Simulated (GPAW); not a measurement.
# Quasiparticle gap of Diamond (Fd-3m, 2 atoms a cell) in GPAW, part 2 of 2

Aim: the G0W0 gap of Diamond (Fd-3m, 2 atoms a cell) on LDA, step by step.

GPAW 26.7.0; LDA and many-body steps on it, plane waves. Known limits of the many-body steps: not at the basis limit.

So far. Step 3 (Bands along the symmetry lines): The gap is 4.102 eV, −0.024 eV from the run before at this level. Step 4 (Empty states on the mesh, 8×8×8 mesh, 178 bands): On this mesh the gap is 4.102 eV.

**5. Screening and self-energy, 8×8×8 mesh, 78 bands, screening to 210 eV**

Now the one-shot GW correction: screening in the RPA, then the self-energy of the levels asked for.

This step: G0W0 on LDA, plane waves, PAW.

Input file run.py:

```python
import json
import numpy as np
from gpaw.mpi import world
from gpaw.response.g0w0 import G0W0

gw = G0W0('full.gpw',
    filename='gw',
    kpts=[0, 12],
    bands=(2, 6),
    ecut=210,
    nbands=78,
    integrate_gamma='WS',
    ppa=True)
gw.calculate()
res = {mode: {k: v for k, v in r.items() if k != 'sigma_eskwn'}
       for mode, r in gw.all_results.items()}

if world.rank == 0:
    with open('result.json', 'w') as f:
        json.dump(res, f, default=lambda x: x.tolist())
```

Started as:

```bash
$ mpirun -n 8 gpaw python run.py
```

Numbers of over 12 decimals in the logs are rounded to 6 here.

The program printed:

```text
Using integrator: PointIntegrator
FrequencyGridDescriptor(from 0.000+0.000j to 0.000+27.211j eV, 2 points)
Nonperiodic BCs:  [False False False]
Using integrator: PointIntegrator
FrequencyGridDescriptor(from 0.000+0.000j to 0.000+27.211j eV, 2 points)
Nonperiodic BCs:  [False False False]
  ___  _ _ _
 |   || | | |
 | | || | | |
 |__ ||_____|
 |___|

BZ k-points: Symmetries present (total): 24

  [... matrices ...]
512 k-points: 8 x 8 x 8 Monkhorst-Pack grid + [1/16,1/16,1/16]
29 k-points in the irreducible part of the Brillouin zone
       k-points in crystal coordinates                weights
   0:     0.00000000    0.00000000    0.00000000          1/512
   1:     0.12500000    0.12500000    0.00000000          6/512
   2:     0.12500000    0.12500000    0.12500000          8/512
   3:     0.25000000    0.12500000    0.12500000         12/512
   4:     0.25000000    0.25000000    0.00000000          6/512
   5:     0.25000000    0.25000000    0.12500000         24/512
   6:     0.25000000    0.25000000    0.25000000          8/512
   7:     0.37500000    0.25000000   -0.37500000         24/512
   8:     0.37500000    0.25000000    0.12500000         24/512
   9:     0.37500000    0.25000000    0.25000000         24/512
          ...
  28:     0.50000000    0.50000000    0.50000000          4/512

Distributing spins, k-points and bands (1 x 2 x 4) over 8 processes
Number of blocks: 1

Quasi particle states:
k-points (IBZ indices): [0, 12]
Band range: (2, 6)
  [... matrices ...]
Computational parameters:
Plane wave cut-off: 210 eV
Number of bands: 78
Coulomb cutoff: None
Broadening: 0.1 eV

fxc modes: GW
Kernel: RPA
Using Godby-Needs plasmon-pole approximation:
  Fitting energy: i*E0, E0 = 1.000 Hartree
Summing all q:

Calculating screened Coulomb potential
No Coulomb truncation
FrequencyGridDescriptor(from 0.000+0.000j to 0.000+27.211j eV, 2 points)
Removing empty qpoint cache files...

Calculating chi0 body with:
    Ground state adapter containing:
    Number of spins: 1
    Number of kpoints: 512
    Number of irreducible kpoints: 29
    Number of completely occupied states: 4
    Number of partially occupied states: 4
    Occupied states memory: 0.205994 M / cpu

    Linear response parametrization:
    q_c: [0.0, 0.0, 0.0]
    Number of frequency points: 2
    Planewave cutoff: 210.0
    Number of bands: 78
    Number of planewaves: 65
    Broadening (eta): 1e-06
    comm.size: 8
    kncomm.size: 8
    blockcomm.size: 1

    Memory estimate of potentially large arrays:
        chi0_wGG: 0.128937 M / cpu
Integrating chi0 body.

Symmetries of q_c:
    Direct symmetries (Uq -> q): 24
    Indirect symmetries (TUq -> q): 24
In total 48 allowed symmetries.

  [... matrices ...]
29 groups of equivalent kpoints. 94.3359375% reduction.

Integral kind: response function
Integrating chi0 head and wings.

Symmetries of q_c:
    Direct symmetries (Uq -> q): 24
    Indirect symmetries (TUq -> q): 24
In total 48 allowed symmetries.

  [... matrices ...]
29 groups of equivalent kpoints. 94.3359375% reduction.

Integral kind: response function wings

Calculating chi0 body with:
    Ground state adapter containing:
    Number of spins: 1
    Number of kpoints: 512
    Number of irreducible kpoints: 29
    Number of completely occupied states: 4
    Number of partially occupied states: 4
    Occupied states memory: 0.205994 M / cpu

[... the further q-points ...]

Results:
f:      Occupation numbers
eps:     KS-eigenvalues [eV]
vxc:     KS vxc [eV]
exx:     Exact exchange [eV]
sigma:   Self-energies [eV]
dsigma:  Self-energy derivatives
Z:       Renormalization factors
qp:      QP-energies [eV]

k-point 0 (0): (0.000, 0.000, 0.000)                GW
band       f     eps     vxc     exx   sigma  dsigma       Z      qp
                                                                   GW
   2   1.000  11.806 -18.019 -20.027   1.439  -0.206   0.829  11.334
   3   1.000  11.806 -18.019 -20.027   1.439  -0.206   0.829  11.334
   4   0.000  17.354 -16.713 -10.346  -4.814  -0.205   0.830  18.642
   5   0.000  17.354 -16.713 -10.346  -4.814  -0.205   0.830  18.642

k-point 1 (12): (0.375, 0.375, 0.000)                GW
band       f     eps     vxc     exx   sigma  dsigma       Z      qp
                                                                   GW
   2   1.000   6.070 -16.798 -21.028   3.172  -0.233   0.811   5.212
   3   1.000   6.070 -16.798 -21.028   3.172  -0.233   0.811   5.212
   4   0.000  15.908 -15.366  -9.666  -4.704  -0.189   0.841  16.746
   5   0.000  18.459 -14.392  -8.153  -5.224  -0.187   0.842  19.314
```

Wall time 24 s (8 MPI ranks of Intel Xeon 6975P-C (Granite Rapids), shared host); peak memory 1.7 GiB.

This step gave:

```yaml
g0w0_gap_on_the_points_computed: 5.411 eV
least_direct_g0w0_gap_on_the_computed_points: 7.308 eV
z_at_the_valence_top: 0.8292
z_at_the_conduction_bottom: 0.8407
starting_gap_on_the_mesh: 4.102 eV
k_of_the_valence_top: 0, 0, 0
k_of_the_conduction_bottom: 0.375, 0.375, 0
```

The gap on the mesh goes from 4.10 eV to 5.41 eV, a correction of +1.31 eV. The start differs from the 4.13 eV found before because the two sample other k points.

Limits: finite bands, cutoff and mesh. v1 is the top filled band, c1 the lowest empty one. The levels before and after the correction (eV, zero at the valence-band top of each column):

|  | conduction bottom | valence top |
| --- | --- | --- |
| Kohn-Sham | 4.10 | 0.00 |
| G0W0 | 5.41 | 0.00 |

```csv
,level,energy (eV)
Kohn-Sham,Γ v2-v1,0.000
Kohn-Sham,Γ c1-c2,5.548
Kohn-Sham,(0.375 0.375 0) v2-v1,-5.736
Kohn-Sham,(0.375 0.375 0) c1,4.102
Kohn-Sham,(0.375 0.375 0) c2,6.653
G0W0,Γ v2-v1,0.000
G0W0,Γ c1-c2,7.308
G0W0,(0.375 0.375 0) v2-v1,-6.122
G0W0,(0.375 0.375 0) c1,5.411
G0W0,(0.375 0.375 0) c2,7.980
```

**6. Where the time went**

Times are wall times on 8 MPI ranks of Intel Xeon 6975P-C (Granite Rapids), shared host, good to a factor of about two.

```csv
step,time,share,memory (GiB)
ground state,2.8 s,9 %,1.1
bands along the symmetry lines,2.6 s,8 %,1.1
empty states on the mesh,2.8 s,9 %,1.1
screening and self-energy,24 s,75 %,1.7
```

**7. Summary of results**

| Quantity | Value |
| --- | --- |
| LDA gap | 4.10 eV, indirect |
| G0W0 gap on the mesh | 5.41 eV |
| GW settings | 8×8×8 mesh, 78 bands, screening to 210 eV, Godby-Needs plasmon pole |
| known limits | not at the basis limit |

G0W0 moves the gap on the mesh from 4.10 eV to 5.41 eV (+1.31 eV), with Z of 0.83 and 0.84 at the edges. Only 2 of the mesh's irreducible points were corrected, so a valley elsewhere could overtake. The dearest step here is «screening and self-energy». Against experiment, by G0W0@LDA: the gap of 5.41 eV lies −0.09 eV from the measured 5.5 eV (kind not stated, quoted 2019); the gap of 5.41 eV lies −0.06 eV from the measured 5.47 eV (kind not stated, quoted 2024). The calculation has static nuclei and no excitons; a measured gap holds zero-point and thermal motion, which mostly lowers it. Bands and cutoff are finite, so the gap is not at the basis limit. The miss can reach some tenths of an eV and take either sign; the mesh is an error of its own. These stock PAW sets were not made for GW. In the G0W0 run levels were corrected at 2 k points alone, so a gap called «on the mesh» is the least over those, and an edge elsewhere would be missed.

[Paths, hosts, dates, memory and timing lines, banners, echoed tables and standing remarks are left out of the program output.]

[Logs are printed without paths, hosts, clocks, repeated set-up lines and the standing remarks that a program may print on its own settings, such as how far it seeks lower states.]

[Runs of the session that timed out or met a known fault of the program may be left out.]

[Hosts, paths, dates, database ids (printed as entryN), source tags and the programs' standing remarks are cut or masked in the printed files.]
